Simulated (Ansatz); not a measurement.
## KTaO3 (Pm-3m): thermal expansion from first principles

Aim: the lattice, expansion, heat capacity and bulk modulus of KTaO3 as it warms.

Program: Ansatz 0.2.0. Level of theory: DFT LDA, scalar-relativistic, plane waves, PAW; PAW set soft_1. Results are calculated unless marked as measured.

This is a report of a sequence of runs, with most program output left out.

### 1. Starting point

Symmetry: Pm-3m, No. 221, cubic system. The conventional cell has a = 3.988 Å, b = 3.988 Å, c = 3.988 Å, α = 90.00°, β = 90.00°, γ = 90.00°. Nearest to K lie 12 O at 2.82 Å. Nearest to Ta lie 6 O at 1.99 Å. Nearest to O lie 2 Ta at 1.99 Å and 4 K at 2.82 Å. Farther neighbours and most contacts between anions are not listed.

### 2. A first coarse run

Before spending time, one coarse run tells the gap and the pressure of the starting cell.

File input.yaml:

```yaml
crystal:
  lattice:
    - [3.9883, 0.0, 0.0]
    - [0.0, 3.9883, 0.0]
    - [0.0, 0.0, 3.9883]
  atoms:
    - { symbol: K, position: [0.5, 0.5, 0.5] }
    - { symbol: Ta, position: [0.0, 0.0, 0.0] }
    - { symbol: O, position: [0.5, 0.0, 0.0] }
    - { symbol: O, position: [0.0, 0.5, 0.0] }
    - { symbol: O, position: [0.0, 0.0, 0.5] }
kpoints:
  mp_grid: { grid: [4, 4, 4] }
hamiltonian:
  xc: lda
  pseudopotentials: { kind: paw, azcp: { folder: soft_1 }, xc_functional: pbe }
scf:
  occupations: { method: gaussian, width: 0.1 }
  lower_state_search: "off"
output:
  forces: true
  stress: true
  eigenvalues: true
```

Launch:

```
ansatz run input.yaml --threads 18 --pin off --max-ram 92160MiB --backend cuda --events-out ev --progress --plain --runs-dir out
```

It took 1.2 s on 1 × NVIDIA GB200 with 18 threads of Arm Neoverse V2, shared host; peak memory 1.1 GiB; 2 s of CPU time.

A gap read on the k-mesh alone can miss the band edges.

Numbers from this step:

* pressure: -5.704 GPa
* gap on the k-mesh: 2.062 eV
* volume per atom: 12.69 Å³/atom

The start is under -5.7 GPa at this level and looks like an insulator or semiconductor on this mesh.

### 3. Finding the static equilibrium

The vibrations must be taken about the equilibrium of this functional, not about the starting cell, so the structure is relaxed.

input.yaml, the sections that differ from step 2:

```yaml
kpoints:
  mp_grid: { grid: [8, 8, 8] }
scf:
  occupations: { method: gaussian, width: 0.02 }
  lower_state_search: "off"
relax:
  adjacent_minimum: "off"
  f_tol: 0.005
  max_steps: 80
  cell: { stress_tol: 0.05 }
# crystal, hamiltonian, output: as in step 2
```

It took 3.7 s on 1 × NVIDIA GB200 with 18 threads; peak memory 1.1 GiB.

Relaxation path:

| step | energy less that of the first step (eV) | largest force component (eV/Å) | pressure (GPa) | volume (Å³) |
| --- | --- | --- | --- | --- |
| 1 | 0.0000 | 0.0000 | -5.75 | 63.44 |
| 2 | -0.0355 | 0.0000 | 1.63 | 61.29 |
| 3 | -0.0364 | 0.0000 | -0.07 | 61.75 |
| 4 | -0.0364 | 0.0000 | 0.00 | 61.73 |
| 5 | -0.0322 | 0.0000 | -0.13 | 61.73 |
| 6 | -0.0323 | 0.0000 | 0.00 | 61.69 |
| 7* | -0.0323 | 0.0000 | 0.00 | 61.69 |

Relaxation steps marked * repeat the geometry before them on a plane-wave basis chosen anew for their cell, so energy and pressure can jump there. The log counts 2 steps on a newly chosen plane-wave basis, not all of them marked here; energy and pressure can jump at such steps.

Forces are held to the 48 operations that the run works with; a distortion that breaks them can't arise in this run.

| conventional cell, symmetrised | before | after | change |
| --- | --- | --- | --- |
| a (Å) | 3.988 | 3.951 | -0.9 % |
| b (Å) | 3.988 | 3.951 | -0.9 % |
| c (Å) | 3.988 | 3.951 | -0.9 % |
| volume (Å³/atom) | 12.69 | 12.34 | -2.8 % |

The relaxed structure:

```cif
data_structure
_symmetry_space_group_name_H-M 'P 1'
_symmetry_Int_Tables_number 1
_cell_length_a 3.9514
_cell_length_b 3.9514
_cell_length_c 3.9514
_cell_angle_alpha 90.000
_cell_angle_beta 90.000
_cell_angle_gamma 90.000
_cell_volume 61.69
loop_
_atom_site_label
_atom_site_type_symbol
_atom_site_fract_x
_atom_site_fract_y
_atom_site_fract_z
_atom_site_occupancy
K1 K 0.50000 0.50000 0.50000 1
Ta2 Ta 0.00000 0.00000 0.00000 1
O3 O 0.50000 0.00000 0.00000 1
O4 O 0.00000 0.50000 0.00000 1
O5 O 0.00000 0.00000 0.50000 1
```

Numbers from this step:

```
pressure          : -0.001650 GPa
gap on the k-mesh : 2.138 eV
volume per atom   : 12.34 Å³/atom
```

The relaxation ends with a pressure of 0.00 GPa.

### 4. Relaxing to small residual forces and stress

The relaxation is repeated with tighter thresholds on force and stress, since phonons are sensitive to what is left; a change of mesh or smearing in the input moves the cell too.

input.yaml, the sections that differ from step 3:

```yaml
crystal:
  lattice:
    - [3.9513565341, 0.0, 0.0]
    - [0.0, 3.9513565341, 0.0]
    - [0.0, 0.0, 3.9513565341]
  atoms:
    - { symbol: K, position: [0.5, 0.5, 0.5] }
    - { symbol: Ta, position: [0.0, 0.0, 0.0] }
    - { symbol: O, position: [0.5, 0.0, 0.0] }
    - { symbol: O, position: [0.0, 0.5, 0.0] }
    - { symbol: O, position: [0.0, 0.0, 0.5] }
scf:
  occupations: { method: fixed }
  lower_state_search: "off"
relax:
  adjacent_minimum: "off"
  f_tol: 0.001
  max_steps: 60
  cell: { stress_tol: 0.01 }
# kpoints, hamiltonian, output: as in step 3
```

It took 1.7 s on 1 × NVIDIA GB200 with 18 threads; peak memory 1.1 GiB; 3.5 s of CPU time.

Little changed from the start: no atom moved by 0.005 Å and no cell edge by 0.1 %.

Numbers from this step:

| Item | Value |
| --- | --- |
| pressure | -0.001620 GPa |

The residual pressure is -0.0016 GPa, small enough for phonons.

### 5. Phonons on strained cells

Thermal expansion follows from how the free energy of the vibrations (and of the electrons in a metal) changes with strain, so the program makes strained cells, their phonons and a fit in one run.

Edit input.yaml of step 4 so:

```diff
@@ -20,9 +20,7 @@
 output:
-  forces: true
-  stress: true
   eigenvalues: true
-relax:
-  adjacent_minimum: "off"
-  f_tol: 0.001
-  max_steps: 60
-  cell: { stress_tol: 0.01 }
+phonons:
+  method: dfpt
+  qmesh: [2, 2, 2]
+  temperatures: { t_max: 800.0, t_step: 50 }
+  thermal_expansion: {}
```

Elapsed: 37 s, on 1 × NVIDIA GB200 with 18 threads; peak memory 1.8 GiB; 1.7 min of CPU time.

Numbers from this step:

```
pressure                                         : 0.01330 GPa
volume expansion coefficient at 298 K            : 20.71 1e-6/K
C_P at 298 K                                     : 20.39 J/mol-atom/K
entropy at 298 K                                 : 22.07 J/mol-atom/K
isothermal bulk modulus at 298 K                 : 187.8 GPa
Grüneisen parameter at 298 K                     : 1.442
volume at 298 K                                  : 12.45 Å³/atom
principal linear expansion coefficients at 298 K : 6.902, 6.902, 6.902 1e-6/K
```

Strained cells of the study; zero-point energy where phonons were solved; the pressures are stresses at a fixed cutoff and can carry an offset from the finite basis. Expansion cells, by row:

| cell | \|a\| (Å) | \|b\| (Å) | \|c\| (Å) | V (Å³/atom) | E - E_lowest (meV/atom) | pressure, compression positive (GPa) | gap (eV) | zero-point energy (meV/atom) |
| --- | --- | --- | --- | --- | --- | --- | --- | --- |
| 1 | 3.951 | 3.951 | 3.951 | 12.34 | 0 | -0.01 | 2.138 | - |
| 2 | 3.983 | 3.983 | 3.983 | 12.64 | 4.699 | -4.97 | 2.088 | - |
| 3 | 3.92 | 3.92 | 3.92 | 12.05 | 4.936 | 5.508 | 2.186 | - |
| 4 | 3.952 | 3.952 | 3.952 | 12.34 | 0 | -0.074 | 2.137 | 58.97 |
| 5 | 3.971 | 3.971 | 3.971 | 12.53 | 1.922 | -3.238 | 2.106 | 57.68 |
| 6 | 3.963 | 3.963 | 3.963 | 12.45 | 0.691 | -1.972 | 2.119 | 58.22 |
| 7 | 3.987 | 3.987 | 3.987 | 12.67 | 5.92 | -5.547 | 2.082 | 56.62 |
| 8 | 3.913 | 3.913 | 3.913 | 11.98 | 7.612 | 6.918 | 2.197 | - |
| 9 | 3.932 | 3.932 | 3.932 | 12.16 | 1.851 | 3.308 | 2.167 | - |
| 10 | 4.005 | 4.005 | 4.005 | 12.84 | 13.1 | -8.043 | 2.054 | - |
| 11 | 3.997 | 3.997 | 3.997 | 12.77 | 9.768 | -7.019 | 2.066 | 55.86 |

Quasi-harmonic; a, b, c are the run's own cell vectors. Expansion, by row:

| T (K) | a (Å) | b (Å) | c (Å) | alpha (deg) | beta (deg) | gamma (deg) | cell volume (Å³/cell) | alpha_a (1e-6/K) | alpha_b (1e-6/K) | alpha_c (1e-6/K) | alpha_V (1e-6/K) | C_P (J/mol-atom/K) | C_V (J/mol-atom/K) | S (J/mol-atom/K) | B_T (GPa) | B_S (GPa) | Grueneisen | extrapolation | fit error (1e-6/K) |
| --- | --- | --- | --- | --- | --- | --- | --- | --- | --- | --- | --- | --- | --- | --- | --- | --- | --- | --- | --- |
| 0 | 3.958 | 3.958 | 3.958 | 90 | 90 | 90 | 62.01 | 0 | 0 | 0 | 0 | 0 | 0 | 0 | 210.7 | 210.7 | - | 0 | 0 |
| 50 | 3.958 | 3.958 | 3.958 | 90 | 90 | 90 | 62.02 | 1.65 | 1.65 | 1.65 | 4.96 | 2.995 | 2.994 | 1.129 | 210.1 | 210.2 | 2.6 | 0 | 0.35 |
| 100 | 3.959 | 3.959 | 3.959 | 90 | 90 | 90 | 62.04 | 3.35 | 3.35 | 3.35 | 10.06 | 9.568 | 9.552 | 5.306 | 207.6 | 207.9 | 1.633 | 0 | 0.53 |
| 150 | 3.96 | 3.96 | 3.96 | 90 | 90 | 90 | 62.08 | 4.39 | 4.39 | 4.39 | 13.17 | 14.06 | 14.02 | 10.1 | 203.9 | 204.4 | 1.432 | 0 | 0.7 |
| 200 | 3.96 | 3.96 | 3.96 | 90 | 90 | 90 | 62.12 | 5.29 | 5.29 | 5.29 | 15.88 | 17 | 16.93 | 14.58 | 199.3 | 200.2 | 1.399 | 0 | 0.79 |
| 250 | 3.962 | 3.962 | 3.962 | 90 | 90 | 90 | 62.18 | 6.13 | 6.13 | 6.13 | 18.39 | 19.01 | 18.89 | 18.6 | 193.8 | 195.1 | 1.414 | 0 | 0.72 |
| 298.1 | 3.963 | 3.963 | 3.963 | 90 | 90 | 90 | 62.23 | 6.9 | 6.9 | 6.9 | 20.71 | 20.39 | 20.21 | 22.07 | 187.8 | 189.5 | 1.442 | 0 | 0.41 |
| 300 | 3.963 | 3.963 | 3.963 | 90 | 90 | 90 | 62.24 | 6.93 | 6.93 | 6.93 | 20.79 | 20.44 | 20.25 | 22.2 | 187.6 | 189.2 | 1.443 | 0 | 0.39 |
| 350 | 3.964 | 3.964 | 3.964 | 90 | 90 | 90 | 62.3 | 7.74 | 7.74 | 7.74 | 23.22 | 21.49 | 21.23 | 25.43 | 180.4 | 182.6 | 1.48 | 0 | 0.34 |
| 400 | 3.966 | 3.966 | 3.966 | 90 | 90 | 90 | 62.38 | 8.61 | 8.61 | 8.61 | 25.82 | 22.3 | 21.95 | 28.36 | 172.2 | 174.9 | 1.522 | 0 | 1.6 |
| 450 | 3.968 | 3.968 | 3.968 | 90 | 90 | 90 | 62.47 | 9.6 | 9.6 | 9.6 | 28.8 | 22.95 | 22.49 | 31.02 | 162.9 | 166.2 | 1.569 | 0 | 3.66 |
| 500 | 3.97 | 3.97 | 3.97 | 90 | 90 | 90 | 62.56 | 10.81 | 10.81 | 10.81 | 32.43 | 23.51 | 22.91 | 33.47 | 152.3 | 156.3 | 1.625 | 0 | 6.9 |
| 550 | 3.972 | 3.972 | 3.972 | 90 | 90 | 90 | 62.67 | 12.38 | 12.38 | 12.38 | 37.14 | 24.03 | 23.23 | 35.74 | 140.1 | 145 | 1.691 | 0 | 11.74 |
| 600 | 3.975 | 3.975 | 3.975 | 90 | 90 | 90 | 62.8 | 14.58 | 14.58 | 14.58 | 43.75 | 24.58 | 23.49 | 37.85 | 125.9 | 131.8 | 1.774 | 0 | 18.02 |
| 650 | 3.978 | 3.978 | 3.978 | 90 | 90 | 90 | 62.95 | 18 | 18 | 18 | 54.01 | 25.26 | 23.7 | 39.84 | 108.9 | 116.1 | 1.882 | 0 | 18.33 |
| 700 | 3.982 | 3.982 | 3.982 | 90 | 90 | 90 | 63.15 | 24.33 | 24.33 | 24.33 | 73 | 26.35 | 23.86 | 41.75 | 87.44 | 96.53 | 2.034 | 0 | 98.86 |
| 750 | 3.988 | 3.988 | 3.988 | 90 | 90 | 90 | 63.44 | 42.16 | 42.16 | 42.16 | 126.5 | 29.24 | 24.01 | 43.65 | 57 | 69.41 | 2.295 | 0.04 | 21448 |

Expansion coefficient against temperature; values in 1e-6/K:

| temperature (K) | volume | principal 1 |
| --- | --- | --- |
| 0 | 0 | 0 |
| 50 | 4.96 | 1.65 |
| 100 | 10.1 | 3.35 |
| 150 | 13.2 | 4.39 |
| 200 | 15.9 | 5.29 |
| 250 | 18.4 | 6.13 |
| 298 | 20.7 | 6.9 |
| 300 | 20.8 | 6.93 |
| 350 | 23.2 | 7.74 |
| 400 | 25.8 | 8.61 |
| 450 | 28.8 | 9.6 |
| 500 | 32.4 | 10.8 |
| 550 | 37.1 | 12.4 |
| 600 | 43.8 | 14.6 |
| 650 | 54.0 | 18 |
| 700 | 73 | 24.3 |
| 750 | 126 | 42.2 |

At 298 K the volume expansion is 20.7 × 10⁻⁶/K and B_T is 188 GPa. The program raised the cutoff to 487.2 eV by itself: with no cutoff typed, the study takes about 1.16 times the default for its relaxations and scales it with the volume for the phonons.

### 6. Results

```json
{
 "settings of these figures": "LDA, 487.2 eV, k 8×8×8, q 2×2×2",
 "volume expansion coefficient at 298 K": "20.71 1e-6/K",
 "C_P at 298 K": "20.39 J/mol-atom/K",
 "entropy at 298 K": "22.07 J/mol-atom/K",
 "isothermal bulk modulus at 298 K": "187.8 GPa",
 "Grüneisen parameter at 298 K": "1.442",
 "volume at 298 K": "12.45 Å³/atom",
 "principal linear expansion coefficients at 298 K": "6.902, 6.902, 6.902 1e-6/K"
}
```

Near room temperature KTaO3 expands by 20.7 × 10⁻⁶/K in volume by LDA, with C_P = 20.4 J/(mol K) per mole of atoms and B_T = 188 GPa. At some temperatures (first at 50 K) the program's own estimate of the fit error is large against the linear coefficients, so those rows are unreliable. Between 298.15 and 750 K the bulk modulus falls by 70 % and the Grüneisen parameter grows; in this range the quasi-harmonic approximation, which lacks anharmonicity at fixed volume, tends to overshoot. C_P at room temperature is 82 % of the classical 3R an atom, so the stiffest modes are still partly frozen out. Above 750 K the study finds no volume of rest, and gives nothing there: the quasi-harmonic free energy has lost its minimum, and the figures just below are already near that breakdown. The PAW files were made for PBE and are used here under another functional, for which the program regenerates the frozen cores.

[Logs are printed without paths, hosts, clocks, repeated set-up lines and the standing remarks that a program may print on its own settings, such as how far it seeks lower states.]

[Hosts, paths, dates, database ids (printed as entryN), source tags and the programs' standing remarks are cut or masked in the printed files.]

[A step with changed settings may run another functional than the one named; its input shows which.]
